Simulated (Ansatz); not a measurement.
# A hypothetical structure for SrGa3, part 2 of 2

Starting from a made-up structure for SrGa3, the aim is the relaxed cell, its shortest contacts and, where a second run follows, its electronic structure.

Ansatz 0.2.0; DFT, PBEsol, plane-wave PAW, files of the set soft_1, scalar-relativistic, no spin, cell and ions relaxed at zero pressure; PAW set soft_1 (the session's first sound run).

So far: The starting structure; Relaxation of the guess. The relaxed cell has a = 7.065 Å (conventional setting).

### 3. Bands of the relaxed cell

With the geometry fixed, one more self-consistent run, with a narrower smearing and the mesh shown in its input, gives the bands, and its pressure, and its forces where symmetry allows any, show how far the geometry depends on these settings.

This step: DFT, PBEsol, plane-wave PAW, files of the set soft_1, scalar-relativistic, no spin, bands and density of states at the relaxed cell; PAW set soft_1 (Ansatz 0.2.0).

The input, input.yaml:

```yaml
crystal:
  lattice:
    - [0.0, 3.5325527996, 3.5325527996]
    - [3.5325527996, 0.0, 3.5325527996]
    - [3.5325527996, 3.5325527996, 0.0]
  atoms:
    - { symbol: Sr, position: [0.0, 0.0, 0.0] }
    - { symbol: Ga, position: [0.5, 0.5, 0.5] }
    - { symbol: Ga, position: [0.75, 0.75, 0.75] }
    - { symbol: Ga, position: [0.25, 0.25, 0.25] }
kpoints:
  mp_grid: { grid: [8, 8, 8] }
  band_path:
    path:
      - [[0.0, 0.0, 0.0], [0.5, 0.0, 0.5], [0.5, 0.25, 0.75], [0.375, 0.375, 0.75], [0.0, 0.0, 0.0], [0.5, 0.5, 0.5], [0.625, 0.25, 0.625], [0.5, 0.25, 0.75], [0.5, 0.5, 0.5], [0.375, 0.375, 0.75]]
      - [[0.625, 0.25, 0.625], [0.5, 0.0, 0.5]]
    npoints: 8
scf:
  occupations: { method: fermi_dirac, width: 0.03 }
  n_extra_bands: 8
hamiltonian:
  xc: pbesol
  pseudopotentials: { kind: paw, azcp: { folder: soft_1 }, xc_functional: pbe }
output:
  forces: true
  stress: true
  write_bands: true
  dos: { projected: true }
  write_density: true
  write_potential: true
  elf: true
  volumetric_format: npy
```

The run is started by

```
ansatz run input.yaml --threads 4 --pin off --max-ram 8192MiB --backend cpu --events-out ev --progress --plain --runs-dir out
```

Numbers of over 12 decimals in the logs are rounded to 6 here.

What it wrote:

```text
[...]
Crystal: 4 atoms, lattice volume = 88.165 Å³
Basis set: ecut = 420 eV, 1759 PW (Γ), exchange–correlation on 72×72×72 points (8 copies of the dense FFT grid, shifted against one another)
Bands: 33, of which v1, the nominal top of the filled ones, is band 25 counted from 1 (24 counted from 0)
Symmetry: 48 space group operations
[...]
k-points: 29 of 512
[...]
SCF iter   1: F=—  HF=-14723.493810 eV  |F-HF|=—  |Δ(HF+E_count)|=         —  Δρ=3.53e-2  dr2=2.03e0  ethr=3.10e-3  ⟨swp⟩=8.9  Hψ=5041  notcnv=0
[...]
SCF iter   8: F=-14722.636712 eV  HF=-14722.636712 eV  |F-HF|=4.39e-9  |Δ(HF+E_count)|=   3.79e-6  Δρ=9.61e-6  dr2=4.87e-8  ethr=2.04e-10  ⟨swp⟩=17.4  Hψ=8219  notcnv=0
SCF 1 converged in 8 iterations: F = -14722.636712 eV  dr2 = 4.87e-8
[...]
NSCF: frozen V_eff on 82 k-points
SCF converged after 8 iterations
Free energy (F): -14722.636712 eV
[...]
Internal energy: -14722.630198 eV  (E = F + TS)
E sigma→0 (E₀):  -14722.633455 eV
Entropy (-TS):   -0.006514 eV (-1.629 meV/atom)
Fermi energy:    9.451097 eV
[...]
--- Stress (GPa, compression-positive) ---
       -0.670469      -0.000000       0.000000
       -0.000000      -0.670469      -0.000000
        0.000000       0.000000      -0.670469
  P = ⅓ Tr σ = -0.6705 GPa (-6.705 kbar)
--- Band table (eV; the first three rows and the last of 29) ---
  k-point 0: bands = [... 21 lower, 8.0621, 8.0621, 8.0621, 8.2847, 9.9629, 9.9629, 9.9629, 11.8443, ... 4 higher]
  k-point 1: bands = [... 21 lower, 7.4880, 8.0474, 8.0474, 8.7609, 9.7612, 9.7612, 11.1988, 12.3828, ... 4 higher]
  k-point 2: bands = [... 21 lower, 6.7721, 7.9152, 7.9152, 9.7317, 9.7317, 9.8736, 12.1109, 13.0032, ... 4 higher]
  k-point 28: bands = [... 21 lower, 3.4695, 6.2060, 9.2812, 9.2812, 11.4890, 11.7988, 11.9859, 14.0065, ... 4 higher]
```

Wall time 3.7 s (4 threads of Arm Neoverse V1, shared host); peak memory 0.43 GiB; 14 s of CPU time.

The column dr2 measures how far the density is from self-consistency, as an energy; F and HF (Harris–Foulkes) agree once it is small.

Numbers from this step:

```yaml
free_energy: -14722.6367 eV
energy_at_zero_smearing: -14722.6335 eV
smearing_term_ts: 0.006514 eV
fermi_energy: 9.451 eV
pressure: -0.6705 GPa
```

From bands.tsv, the bands that come nearest the Fermi level along the path, at its corners, in eV from the Fermi level:

```tsv
point	band 21	band 22	band 23	band 24	band 25	band 26	band 27	band 28
Γ	-3.20	-1.39	-1.39	-1.39	-1.17	0.51	0.51	0.51
X	-6.37	-5.31	-2.16	-2.16	-0.08	2.40	2.40	3.61
W	-5.98	-5.98	-3.25	-0.17	-0.17	2.04	2.35	2.53
K	-6.17	-5.67	-2.15	-2.04	1.42	1.47	1.76	3.54
Γ	-3.20	-1.39	-1.39	-1.39	-1.17	0.51	0.51	0.51
L	-6.88	-3.07	-1.84	-1.84	0.28	0.98	0.98	2.57
U	-6.17	-5.67	-2.15	-2.04	1.42	1.47	1.76	3.54
W	-5.98	-5.98	-3.25	-0.17	-0.17	2.04	2.35	2.53
L	-6.88	-3.07	-1.84	-1.84	0.28	0.98	0.98	2.57
K	-6.17	-5.67	-2.15	-2.04	1.42	1.47	1.76	3.54
U	-6.17	-5.67	-2.15	-2.04	1.42	1.47	1.76	3.54
X	-6.37	-5.31	-2.16	-2.16	-0.08	2.40	2.40	3.61
```

Counts of states for the cell as run, both spins, by energy window (eV from the Fermi level):

| from | to | total |
| --- | --- | --- |
| -8 | -7 | 0.98 |
| -7 | -6 | 1.20 |
| -6 | -5 | 1.64 |
| -5 | -4 | 1.00 |
| -4 | -3 | 0.53 |
| -3 | -2 | 1.26 |
| -2 | -1 | 2.36 |
| -1 | 0 | 1.25 |
| 0 | 1 | 2.01 |
| 1 | 2 | 2.44 |
| 2 | 3 | 2.84 |
| 3 | 4 | 3.34 |

Below -8 eV lie 38.5 more states.

Electrostatic potential energy in the ac plane of the conventional cell at fractional y = 0.000, with atoms of Sr and Ga within 0.2 Å of it. With pseudopotentials it is smooth inside the atoms' cores, unlike the true potential.

Ten even steps from '_' (-101 eV) to '@' (26 eV), each cell a mean:
```
__..**%%%%%%%%%%%%@@@@@@##%%%%%%%%##--__
::++##%%%%%%%%%%##%%%%%%%%%%%%%%%%%%**--
####%%%%%%%%%%%%%%%%%%%%%%%%%%%%%%%%%%##
%%%%%%%%%%%%%%%%%%%%%%%%%%%%%%%%%%%%%%%%
%%%%%%%%%%%%%%%%%%%%%%%%%%%%%%%%%%%%%%%%
%%%%%%%%%%%%%%%%%%%%%%%%%%%%%%%%%%%%%%%%
%%%%%%%%%%%%%%%%%%%%%%%%%%%%%%%%%%%%%%%%
%%##%%%%%%%%%%%%##****##%%%%%%%%%%%%%%##
@@%%##%%%%%%%%##++..__--##%%%%%%%%%%%%@@
@@@@%%%%%%%%%%##::______**%%%%%%%%%%%%@@
@@@@##%%%%%%%%##--____..**%%%%%%%%%%%%@@
%%%%%%%%%%%%%%%%**--::++##%%%%%%%%%%##%%
%%%%%%%%%%%%%%%%%%######%%%%%%%%%%%%%%%%
%%%%%%%%%%%%%%%%%%%%%%%%%%%%%%%%%%%%%%%%
%%%%%%%%%%%%%%%%%%%%%%%%%%%%%%%%%%%%%%%%
%%%%%%%%%%%%%%%%%%%%%%%%%%%%%%%%%%%%%%%%
%%%%%%%%%%%%%%%%%%%%%%%%%%%%%%%%%%%%%%%%
**##%%%%%%%%%%%%%%##%%##%%%%%%%%%%%%##**
__--##%%%%%%%%%%%%@@@@%%##%%%%%%%%##++..
____**%%%%%%%%%%%%@@@@@@%%%%%%%%%%##::__
```
Columns run along a (7.1 Å; values clipped at the 3rd and 97th percentile), rows up along c (7.1 Å), edges of the conventional cell, whose origin can differ from the input's. Atoms in or near the plane, at fractional coordinates: Sr at (0.00, 0.00), Sr at (0.50, 0.50), Ga at (0.50, 0.00), Ga at (0.00, 0.50).

Valence density in the ac plane of the conventional cell at fractional y = 0.000, with atoms of Sr and Ga within 0.2 Å of it. It is the smooth field of the valence electrons, not physical close to the nuclei.

Ten steps, logarithmic in the rise over the least value, from '0' (0 e/Å³) to '9' (35 e/Å³), each cell a mean:
```
44300001378510000234
43100000134210000123
21000000011000000012
00000000000000000000
00000000000000000000
00000000000000000000
00000000001000000000
21000000133210000011
64100001344420000025
96200002443431000148
85100002344430000137
42100001234310000013
10000000122100000001
00000000000000000000
00000000000000000000
00000000000000000000
10000000000000000000
32100000112100000013
44200000256410000134
34310001489620000244
```
Columns run along a (7.1 Å), rows up along c (7.1 Å), edges of the conventional cell, whose origin can differ from the input's. Atoms in or near the plane, at fractional coordinates: Sr at (0.00, 0.00), Sr at (0.50, 0.50), Ga at (0.50, 0.00), Ga at (0.00, 0.50).

ELF in the ac plane of the conventional cell at fractional y = 0.000, with atoms of Sr and Ga within 0.2 Å of it. It is the smooth field of the valence electrons, not physical close to the nuclei.

Values, 11 rows by 16 columns, each cell a mean:
```
0.59 0.79 0.43 0.09 0.22 0.34 0.27 0.14 0.11 0.23 0.33 0.30 0.11 0.24 0.72 0.67
0.49 0.32 0.12 0.17 0.28 0.35 0.35 0.32 0.31 0.34 0.36 0.31 0.21 0.12 0.24 0.45
0.13 0.16 0.22 0.29 0.31 0.28 0.23 0.19 0.19 0.21 0.26 0.30 0.30 0.25 0.18 0.14
0.32 0.34 0.35 0.32 0.25 0.14 0.14 0.28 0.32 0.20 0.13 0.20 0.29 0.34 0.35 0.33
0.16 0.25 0.34 0.30 0.13 0.18 0.65 0.76 0.71 0.74 0.35 0.10 0.23 0.35 0.29 0.19
0.07 0.17 0.31 0.29 0.10 0.31 0.78 0.49 0.31 0.76 0.54 0.09 0.21 0.34 0.24 0.07
0.23 0.29 0.35 0.30 0.15 0.15 0.51 0.73 0.75 0.65 0.24 0.11 0.25 0.36 0.31 0.25
0.30 0.32 0.33 0.31 0.27 0.18 0.12 0.16 0.17 0.12 0.14 0.24 0.31 0.33 0.32 0.31
0.12 0.12 0.18 0.27 0.31 0.31 0.28 0.26 0.26 0.28 0.30 0.31 0.29 0.22 0.13 0.11
0.66 0.50 0.18 0.14 0.26 0.36 0.34 0.29 0.28 0.32 0.36 0.31 0.18 0.11 0.37 0.63
0.41 0.77 0.51 0.09 0.22 0.34 0.26 0.10 0.08 0.19 0.32 0.30 0.10 0.28 0.77 0.58
```
Columns run along a (7.1 Å), rows up along c (7.1 Å), edges of the conventional cell, whose origin can differ from the input's. Atoms in or near the plane, at fractional coordinates: Sr at (0.00, 0.00), Sr at (0.50, 0.50), Ga at (0.50, 0.00), Ga at (0.00, 0.50).

### 4. What came out

```
space group, relaxed : Fm-3m
conventional cell    : a = 7.065, b = 7.065, c = 7.065 Å; α = 90.0°, β = 90.0°, γ = 90.0°
volume per atom      : 22.04 Å³ (guess 25.94)
```

What this shows: SrGa3 relaxes to Fm-3m with a = 7.065, b = 7.065 and c = 7.065 Å. The guessed volume was 18 % too large. The space group Fm-3m was held in the relaxation, so the end point is a stationary structure within it and may be a saddle against distortions or other arrangements. Bands cross the Fermi level, so it is a metal or semimetal at this level. The electron count is odd, which forces that without spin polarisation or a larger cell. On the 8×8×8 mesh with the narrower smearing (relaxed on 6×6×6) the forces vanish, as symmetry may demand, and the largest stress component is 0.670 GPa, against the relaxation's thresholds of 0.015 eV/Å and 0.05 GPa. The cutoff wasn't tested. No dispersion term is used, so weakly bound directions may come out too long. Nothing here tests whether the compound is stable against decomposition.

[Logs are printed without paths, hosts, clocks, repeated set-up lines and the standing remarks that a program may print on its own settings, such as how far it seeks lower states.]

[Hosts, paths, dates, database ids (printed as entryN), source tags and the programs' standing remarks are cut or masked in the printed files.]
